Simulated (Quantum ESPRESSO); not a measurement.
# Collinear magnetic orders of Mn2Ga2S5 with Quantum ESPRESSO, part 2 of 3

Wanted: the moments of Mn2Ga2S5 and the energy of each order that was tried.

Quantum ESPRESSO 7.5; PBEsol with U = 4 eV on Mn d (ortho-atomic projectors); plane waves with GBRV 1.5 PBEsol potentials, no spin-orbit coupling.

So far, absolute magnetization (μB): step 2 (start 1: ferro ++) 10.00.

## 3. Run 2 (antiferro +−)

Contents of pw.in:

```
&CONTROL
  calculation = 'scf'
  prefix = 'pwscf'
  outdir = './tmp'
  pseudo_dir = './pseudo'
  disk_io = 'nowf'
/
&SYSTEM
  ibrav = 0
  celldm(1) = 8
  nat = 9
  ntyp = 4
  ecutwfc = 40
  ecutrho = 280
  nbnd = 63
  occupations = 'smearing'
  smearing = 'fd'
  degauss = 0.00367493
  nspin = 2
  starting_magnetization(1) = 0.3
  starting_magnetization(2) = -0.3
  starting_magnetization(3) = 0
  starting_magnetization(4) = 0
/
&ELECTRONS
  conv_thr = 1.8d-08
  electron_maxstep = 150
  mixing_beta = 0.3
/
ATOMIC_SPECIES
Mn1    54.9380 mn_pbesol_v1.5.uspp.F.UPF
Mn2    54.9380 mn_pbesol_v1.5.uspp.F.UPF
Ga     69.7230 ga_pbesol_v1.4.uspp.F.UPF
S      32.0600 s_pbesol_v1.4.uspp.F.UPF
CELL_PARAMETERS alat
   0.8806016239197    0.0000000000000    0.0000000000000
  -0.4403008119717    0.7626233769333    0.0000000000000
   0.0000000000000    0.0000000000000    3.6220040480000
ATOMIC_POSITIONS crystal
Mn1     0.3333333300    0.6666666700    0.4018990000
Mn2     0.6666666700    0.3333333300    0.5981010000
Ga      0.3333333300    0.6666666700    0.8286040000
Ga      0.6666666700    0.3333333300    0.1713960000
S       0.0000000000    0.0000000000    0.5000000000
S       0.3333333300    0.6666666700    0.6831100000
S       0.6666666700    0.3333333300    0.3168900000
S       0.3333333300    0.6666666700    0.1058920000
S       0.6666666700    0.3333333300    0.8941080000
K_POINTS automatic
6 6 2 0 0 0
HUBBARD {ortho-atomic}
U Mn1-3d 4.0000
U Mn2-3d 4.0000
```

Run with:

```
$ OMP_NUM_THREADS=1 mpirun -n 4 pw.x -nk 4 -in pw.in > pw.out
```

The program printed:

```text
[banner, memory and clock lines left out]
Program PWSCF v.7.5 starts

     Message from routine setup:
     using ibrav=0 with symmetry is DISCOURAGED, use correct ibrav instead

     bravais-lattice index     =            0
     lattice parameter (alat)  =       8.0000  a.u.
     unit-cell volume          =    1245.3989 (a.u.)^3
     number of atoms/cell      =            9
     number of atomic types    =            4
     number of electrons       =        98.00
     number of Kohn-Sham states=           63
     kinetic-energy cutoff     =      40.0000  Ry
     charge density cutoff     =     280.0000  Ry
     scf convergence threshold =      1.8E-08
     mixing beta               =       0.3000
     number of iterations used =            8  plain     mixing
     Exchange-correlation= SLA  PW   PSX  PSC
                           (   1   4  10   8   0   0   0)
     Hubbard projectors: ortho-atomic
     Hubbard parameters of DFT+U (Dudarev formulation) in eV:
     U(Mn1-3d) =  4.0000
     U(Mn2-3d) =  4.0000

     Internal variables: lda_plus_u =T, lda_plus_u_kind = 0

     Internal variables: orbital_resolved =F, hub_pot_fix =F, apply_U = F

     celldm(1)=   8.000000  celldm(2)=   0.000000  celldm(3)=   0.000000
     celldm(4)=   0.000000  celldm(5)=   0.000000  celldm(6)=   0.000000

     crystal axes: (cart. coord. in units of alat)
               a(1) = (   0.880602   0.000000   0.000000 )
               a(2) = (  -0.440301   0.762623   0.000000 )
               a(3) = (   0.000000   0.000000   3.622004 )

     reciprocal axes: (cart. coord. in units 2 pi/alat)
               b(1) = (  1.135587  0.655632 -0.000000 )
               b(2) = (  0.000000  1.311263  0.000000 )
               b(3) = (  0.000000 -0.000000  0.276090 )

     PseudoPot. # 1 for Mn read from file:
     mn_pbesol_v1.5.uspp.F.UPF
     Pseudo is Ultrasoft + core correction, Zval = 15.0

     PseudoPot. # 2 for Mn read from file:
     mn_pbesol_v1.5.uspp.F.UPF
     Pseudo is Ultrasoft + core correction, Zval = 15.0

     PseudoPot. # 3 for Ga read from file:
     ga_pbesol_v1.4.uspp.F.UPF
     Pseudo is Ultrasoft + core correction, Zval = 19.0

     PseudoPot. # 4 for S  read from file:
     s_pbesol_v1.4.uspp.F.UPF
     Pseudo is Ultrasoft + core correction, Zval =  6.0

     atomic species   valence    mass     pseudopotential
     Mn1              15.00    54.93800     Mn( 1.00)
     Mn2              15.00    54.93800     Mn( 1.00)
     Ga               19.00    69.72300     Ga( 1.00)
     S                 6.00    32.06000     S ( 1.00)

     Starting magnetic structure
     atomic species   magnetization
     Mn1             0.300
     Mn2            -0.300
     Ga              0.000
     S               0.000

      6 Sym. Ops. (no inversion) found

   Cartesian axes

     site n.     atom                  positions (alat units)
         1        Mn1    tau(   1) = (  -0.0000000   0.5084156   1.4556798  )
         2        Mn2    tau(   2) = (   0.4403008   0.2542078   2.1663242  )
         3        Ga     tau(   3) = (  -0.0000000   0.5084156   3.0012070  )
         4        Ga     tau(   4) = (   0.4403008   0.2542078   0.6207970  )
         5        S      tau(   5) = (   0.0000000   0.0000000   1.8110020  )
         6        S      tau(   6) = (  -0.0000000   0.5084156   2.4742272  )
         7        S      tau(   7) = (   0.4403008   0.2542078   1.1477769  )
         8        S      tau(   8) = (  -0.0000000   0.5084156   0.3835413  )
         9        S      tau(   9) = (   0.4403008   0.2542078   3.2384628  )

     number of k points=    14  Fermi-Dirac smearing, width (Ry)=  0.0037
                       cart. coord. in units 2pi/alat
        k(    1) = (   0.0000000   0.0000000   0.0000000), wk =   0.0138889
        k(    2) = (   0.0000000   0.0000000  -0.1380451), wk =   0.0138889
        k(    3) = (   0.0000000   0.2185439   0.0000000), wk =   0.0833333
        k(    4) = (   0.0000000   0.2185439  -0.1380451), wk =   0.0833333
        k(    5) = (   0.0000000   0.4370877   0.0000000), wk =   0.0833333
        [... 9 further k-points ...]

     Dense  grid:    98717 G-vectors     FFT dimensions: (  40,  40, 160)

     Smooth grid:    42543 G-vectors     FFT dimensions: (  30,  30, 120)

     Check: negative core charge=   -0.000018
     Generating pointlists ...
     new r_m :   0.2452 (alat units)  1.9615 (a.u.) for type    1
     new r_m :   0.2452 (alat units)  1.9615 (a.u.) for type    2
     new r_m :   0.2174 (alat units)  1.7390 (a.u.) for type    3
     new r_m :   0.2174 (alat units)  1.7390 (a.u.) for type    4

     Initial potential from superposition of free atoms

     starting charge      94.9997, renormalised to      98.0000

     STARTING HUBBARD OCCUPATIONS:

     =================== HUBBARD OCCUPATIONS ===================
     ------------------------ ATOM    1 ------------------------
     Tr[ns(  1)] (up, down, total) =   5.00000  0.00000  5.00000
     Atomic magnetic moment for atom   1 =   5.00000
     [... lines left out ...]
     ------------------------ ATOM    2 ------------------------
     Tr[ns(  2)] (up, down, total) =   0.00000  5.00000  5.00000
     Atomic magnetic moment for atom   2 =  -5.00000
     [... lines left out ...]
     Number of occupied Hubbard levels =   10.0000

     Atomic wfc used for Hubbard projectors are orthogonalized

     Starting wfcs are   70 randomized atomic wfcs

     Self-consistent Calculation

     iteration #  1     ecut=    40.00 Ry     beta= 0.30
     Davidson diagonalization with overlap
     ethr =  1.00E-02,  avg # of iterations =  6.7

     =================== HUBBARD OCCUPATIONS ===================
     ------------------------ ATOM    1 ------------------------
     Tr[ns(  1)] (up, down, total) =   1.86219  0.12212  1.98430
     Atomic magnetic moment for atom   1 =   1.74007
     [... lines left out ...]
     ------------------------ ATOM    2 ------------------------
     Tr[ns(  2)] (up, down, total) =   0.12220  1.86091  1.98311
     Atomic magnetic moment for atom   2 =  -1.73871
     [... lines left out ...]
     Number of occupied Hubbard levels =    3.9674

     total energy              =   -1341.41224807 Ry
     estimated scf accuracy    <      70.27676414 Ry

     total magnetization       =    -0.00 Bohr mag/cell
     absolute magnetization    =     4.09 Bohr mag/cell

     iteration #  2     ecut=    40.00 Ry     beta= 0.30
     Davidson diagonalization with overlap
     ethr =  1.00E-02,  avg # of iterations =  9.5

     total energy              =   -1319.92979841 Ry
     estimated scf accuracy    <    1828.60928897 Ry

     total magnetization       =    -0.00 Bohr mag/cell
     absolute magnetization    =     1.02 Bohr mag/cell

     [... further iterations left out ...]

     iteration # 16     ecut=    40.00 Ry     beta= 0.30
     Davidson diagonalization with overlap
     ethr =  4.80E-10,  avg # of iterations =  2.4

     total energy              =   -1372.46242222 Ry
     estimated scf accuracy    <       0.00000014 Ry

     total magnetization       =     0.00 Bohr mag/cell
     absolute magnetization    =     9.71 Bohr mag/cell

     iteration # 17     ecut=    40.00 Ry     beta= 0.30
     Davidson diagonalization with overlap
     ethr =  1.39E-10,  avg # of iterations =  2.2

     Magnetic moment per site  (integrated on atomic sphere of radius R)
     atom   1 (R=0.245)  charge= 13.0350  magn=  4.3660
     atom   2 (R=0.245)  charge= 13.0350  magn= -4.3660
     atom   3 (R=0.217)  charge= 16.5647  magn= -0.0093
     atom   4 (R=0.217)  charge= 16.5647  magn=  0.0093
     atom   5 (R=0.217)  charge=  3.6172  magn= -0.0000
     atom   6 (R=0.217)  charge=  3.6317  magn= -0.0342
     atom   7 (R=0.217)  charge=  3.6317  magn=  0.0342
     atom   8 (R=0.217)  charge=  3.5658  magn=  0.0124
     atom   9 (R=0.217)  charge=  3.5658  magn= -0.0124

     End of self-consistent calculation

     =================== HUBBARD OCCUPATIONS ===================
     ------------------------ ATOM    1 ------------------------
     Tr[ns(  1)] (up, down, total) =   4.95802  0.31079  5.26881
     Atomic magnetic moment for atom   1 =   4.64723
     [... lines left out ...]
     ------------------------ ATOM    2 ------------------------
     Tr[ns(  2)] (up, down, total) =   0.31080  4.95802  5.26882
     Atomic magnetic moment for atom   2 =  -4.64723
     [... lines left out ...]
     Number of occupied Hubbard levels =   10.5376

     [... lines left out ...]
     the Fermi energy is     7.7097 ev

!    total energy              =   -1372.46242225 Ry
     estimated scf accuracy    <       0.00000001 Ry
     smearing contrib. (-TS)   =      -0.00004648 Ry
     internal energy E=F+TS    =   -1372.46237577 Ry

     The total energy is F=E-TS. E is the sum of the following terms:
     one-electron contribution =   -1194.18860524 Ry
     hartree contribution      =     628.31520794 Ry
     xc contribution           =    -190.78980431 Ry
     ewald contribution        =    -615.89351642 Ry
     Hubbard energy            =       0.09434226 Ry

     total magnetization       =    -0.00 Bohr mag/cell
     absolute magnetization    =     9.71 Bohr mag/cell

     convergence has been achieved in  17 iterations
```

It took 90 s on 4 MPI ranks of Intel Xeon Platinum 8488C (Sapphire Rapids), shared host; peak memory 1 GiB.

Spin moment in the atom's sphere by atom:

| atom | spin moment in the atom's sphere (μB) |
| --- | --- |
| Mn1 | 4.37 |
| Mn2 | -4.37 |
| Ga3 | -0.01 |
| Ga4 | 0.01 |
| S5 | 0.00 |
| S6 | -0.03 |
| S7 | 0.03 |
| S8 | 0.01 |
| S9 | -0.01 |

Read from the output:

```yaml
smearing_term_ts: 6.32e-4 eV
magnetization: 0 μB
absolute_magnetization: 9.713 μB
final_state: antiferromagnetic
```

## 4. Energies of the orders

An order is kept where moments of 0.15 μB or more survive with the typed signs; meshes match where a doubled cell samples the same k points as the first cell.

Orders:

| start | final state | typed order kept | energy over the lowest (meV a seeded atom) | largest site moment (μB) | net moment (μB a cell of the first run) | mesh matched | CPU time (s) |
| --- | --- | --- | --- | --- | --- | --- | --- |
| ferro ++ | ferromagnetic | yes | 21.71 | 4.4 | 9.98 | yes | 340 |
| antiferro +- | antiferromagnetic | yes | 0 | 4.366 | 0 | yes | 357.5 |

## 5. The lowest state again, with its states saved

pw.in: that of step 3 with these lines changed.

```diff
@@ -5,3 +5,3 @@
   pseudo_dir = './pseudo'
-  disk_io = 'nowf'
+  disk_io = 'low'
 /
@@ -14,3 +14,3 @@
   ecutrho = 280
-  nbnd = 63
+  nbnd = 67
   occupations = 'smearing'
```

The program printed:

```text
     [... lines left out ...]
Program PWSCF v.7.5 starts
     [... lines left out ...]
     number of atoms/cell      =            9
     [... lines left out ...]
     number of electrons       =        98.00
     number of Kohn-Sham states=           67
     kinetic-energy cutoff     =      40.0000  Ry
     charge density cutoff     =     280.0000  Ry
     scf convergence threshold =      1.8E-08
     [... lines left out ...]
      6 Sym. Ops. (no inversion) found
     [... lines left out ...]
     number of k points=    14  Fermi-Dirac smearing, width (Ry)=  0.0037
     [... lines left out ...]
     iteration # 17     ecut=    40.00 Ry     beta= 0.30
     [... lines left out ...]
     Magnetic moment per site  (integrated on atomic sphere of radius R)
     atom   1 (R=0.245)  charge= 13.0350  magn=  4.3660
     atom   2 (R=0.245)  charge= 13.0350  magn= -4.3660
     atom   3 (R=0.217)  charge= 16.5647  magn= -0.0093
     atom   4 (R=0.217)  charge= 16.5647  magn=  0.0093
     atom   5 (R=0.217)  charge=  3.6172  magn=  0.0000
     atom   6 (R=0.217)  charge=  3.6318  magn= -0.0342
     atom   7 (R=0.217)  charge=  3.6317  magn=  0.0342
     atom   8 (R=0.217)  charge=  3.5657  magn=  0.0124
     atom   9 (R=0.217)  charge=  3.5657  magn= -0.0124
     [... lines left out ...]
     Tr[ns(  1)] (up, down, total) =   4.95802  0.31078  5.26880
     [... lines left out ...]
     Tr[ns(  2)] (up, down, total) =   0.31078  4.95802  5.26880
     [... lines left out ...]
     the Fermi energy is     7.7097 ev
!    total energy              =   -1372.46242226 Ry
     estimated scf accuracy    <          7.0E-09 Ry
     smearing contrib. (-TS)   =      -0.00004646 Ry
     [... lines left out ...]
     total magnetization       =    -0.00 Bohr mag/cell
     absolute magnetization    =     9.71 Bohr mag/cell
     convergence has been achieved in  17 iterations
```

Run time: 93 s. Hardware: 4 MPI ranks; peak memory 1 GiB; 6.2 min of CPU time.

Read from the output:

* smearing term TS: 6.32e-4 eV
* magnetization: 0 μB
* absolute magnetization: 9.713 μB
* final state: antiferromagnetic
* largest moment: 4.366 μB

(Continued in part 3 of 3.)

[Logs and program files are shortened in this print: banners, set-up blocks, solver, clock and traceback lines can be left out without a mark of their own.]

[Logs are printed without paths, hosts, clocks, repeated set-up lines and the standing remarks that a program may print on its own settings, such as how far it seeks lower states.]

[Hosts, paths, dates, database ids (printed as entryN), source tags and the programs' standing remarks are cut or masked in the printed files.]

[Where a cell is said to come from a database of computed structures, the database is the Materials Project.]
